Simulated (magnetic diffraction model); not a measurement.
# Solving a magnetic structure from powder neutron data: Tb2AlIn2Sn4

Space group Cmce (no. 64), a = 6.5570 Å, b = 16.2540 Å, c = 8.7350 Å.

```csv
site,atom,x,y,z
8f,Tb,1/2,0.8854,0.0769
8f,Sn,1/2,0.8131,0.4517
8e,Sn,1/4,0.5461,1/4
8e,In,1/4,0.7151,1/4
4a,Al,1/2,0,1/2
```

This is a made-up structure (elements placed in a structure type, unrelaxed), so the numbers test the method and describe no known phase.

Only Tb is taken to order (form factors of Tb3+); orders and moment sizes are assumed, and not adapted to the symmetry. Radiation: neutrons of λ = 2.41 Å, 2° to 60°; isotropic B of 0.14 Å² (Tb), 0.14 Å² (Sn), 0.14 Å² (In) and 0.29 Å² (Al). The intensities are simulated: I ∝ L Σ (|F_N|² + |F_M⊥|²) for unpolarised neutrons, with F_M = 2.695 fm/μB × Σ f(s) S exp(2πi Q·r) exp(−B s²) at Q = H ± k (one set where k and −k are equivalent), only the part normal to Q counting and L = 1/(sin²θ cos θ). For a modulated order the moment at position r is S exp(−2πi k·r) + c.c., with S = m/2 for a sine wave of amplitude m and S = m(u + iv)/2 for moments turning in a plane, u and v being orthogonal unit vectors in it; the phase factor of the sum at Q = H + k is then exp(2πi H·r). Form factors are spin-only for 3d ions and dipole or tabulated for f ions, scattering lengths are Sears's of 1992, and absorption is left out. A label names one of the reflections at its angle. The strongest nuclear line in the range is 100, and lines under 0.2 are left out.

Above the ordering temperature:

```tsv
2θ (°)	index	I
27.95	(1 1 1)	1.2
36.51	(0 2 2)	3.6
38.18	(0 4 1)	5.2
39.72	(1 1 2)	0.4
43.13	(2 0 0)	4.2
46.70	(2 2 0)	3.0
47.06	(1 3 2)	23.0
47.79	(0 4 2)	15.5
49.62	(2 2 1)	50.3
51.71	(1 5 1)	81.9
52.16	(0 2 3)	60.2
52.82	(0 6 0)	0.2
54.63	(1 1 3)	2.8
54.72	(2 0 2)	100.0
55.51	(0 6 1)	30.7
56.36	(2 4 0)	23.6
58.94	(2 4 1)	1.0
59.64	(1 5 2)	0.6
```

Below it (cell unchanged):

| 2θ (°) | I |
| --- | --- |
| 19.59 | 120.6 |
| 23.64 | 163.8 |
| 25.31 | 32.8 |
| 26.22 | 68.9 |
| 27.95 | 1.2 |
| 30.79 | 24.0 |
| 31.33 | 52.5 |
| 32.23 | 37.1 |
| 35.30 | 7.5 |
| 35.99 | 43.7 |
| 36.51 | 3.6 |
| 36.69 | 0.9 |
| 37.83 | 13.2 |
| 38.18 | 5.2 |
| 38.35 | 3.9 |
| 39.55 | 6.5 |
| 39.72 | 0.4 |
| 41.86 | 11.8 |
| 43.13 | 4.2 |
| 45.42 | 13.3 |
| 46.30 | 65.8 |
| 46.70 | 3.0 |
| 47.06 | 23.0 |
| 47.29 | 5.3 |
| 47.79 | 15.5 |
| 47.93 | 28.9 |
| 48.94 | 12.3 |
| 49.62 | 50.3 |
| 50.19 | 8.1 |
| 50.71 | 4.9 |
| 51.63 | 20.9 |
| 51.71 | 81.9 |
| 52.16 | 60.2 |
| 52.29 | 0.5 |
| 52.82 | 0.2 |
| 53.07 | 50.2 |
(The table stops after 36 lines; 15 more lie at higher angle.)

**Question.** Find the propagation vector, then choose among these models:
A. moments turning in the plane of [001] and [100], 7.8 μB on Tb; signs + at (1/2, 0.8854, 0.0769), − at (0, 0.6146, 0.9231), + at (1/2, 0.6146, 0.5769), − at (0, 0.8854, 0.4231)
B. moments turning in the plane of [010] and [001], 7.8 μB on Tb; signs + at (1/2, 0.8854, 0.0769), − at (0, 0.6146, 0.9231), + at (1/2, 0.6146, 0.5769), − at (0, 0.8854, 0.4231)
C. a sine wave with moments along [100] (amplitudes given), 7.8 μB on Tb; signs + at (1/2, 0.8854, 0.0769), − at (0, 0.6146, 0.9231), + at (1/2, 0.6146, 0.5769), − at (0, 0.8854, 0.4231)
D. a sine wave with moments along [001] (amplitudes given), 7.8 μB on Tb; signs + at (1/2, 0.8854, 0.0769), − at (0, 0.6146, 0.9231), + at (1/2, 0.6146, 0.5769), − at (0, 0.8854, 0.4231)

The new lines index as (5/6 1 0) at 19.59°, (1/6 2 1) at 23.64°, (5/6 1 1) at 25.31° and (7/6 1 0) at 26.22°, that is as H ± k with k = (1/6 0 0). Satellites come in pairs about each point of the reciprocal lattice.

Magnetic intensity, observed (below minus above) and for each model:

| 2θ (°) | index | observed | A | B | C | D |
| --- | --- | --- | --- | --- | --- | --- |
| 19.59 | (5/6 1 0) | 120.6 | 79.3 | 120.6 | 12.7 | 66.6 |
| 23.64 | (1/6 2 1) | 163.8 | 244.2 | 163.8 | 156.6 | 87.5 |
| 26.22 | (7/6 1 0) | 68.9 | 40.3 | 68.9 | 3.9 | 36.4 |
| 31.33 | (5/6 3 0) | 52.5 | 66.7 | 52.5 | 26.9 | 39.7 |
| 32.23 | (1/6 0 2) | 37.1 | 36.6 | 37.1 | 36.2 | 0.5 |
| 35.99 | (7/6 3 0) | 43.7 | 44.8 | 43.7 | 15.3 | 29.5 |
| 46.30 | (11/6 2 1) | 65.8 | 43.3 | 65.8 | 10.1 | 33.3 |
| 53.07 | (13/6 2 1) | 50.2 | 31.0 | 50.2 | 5.8 | 25.3 |

Model B matches.

The structure used: k = (1/6 0 0), moments turning in the plane of [010] and [001], 7.8 μB on Tb; signs + at (1/2, 0.8854, 0.0769), − at (0, 0.6146, 0.9231), + at (1/2, 0.6146, 0.5769), − at (0, 0.8854, 0.4231).

[Logs are printed without paths, hosts, clocks, repeated set-up lines and the standing remarks that a program may print on its own settings, such as how far it seeks lower states.]
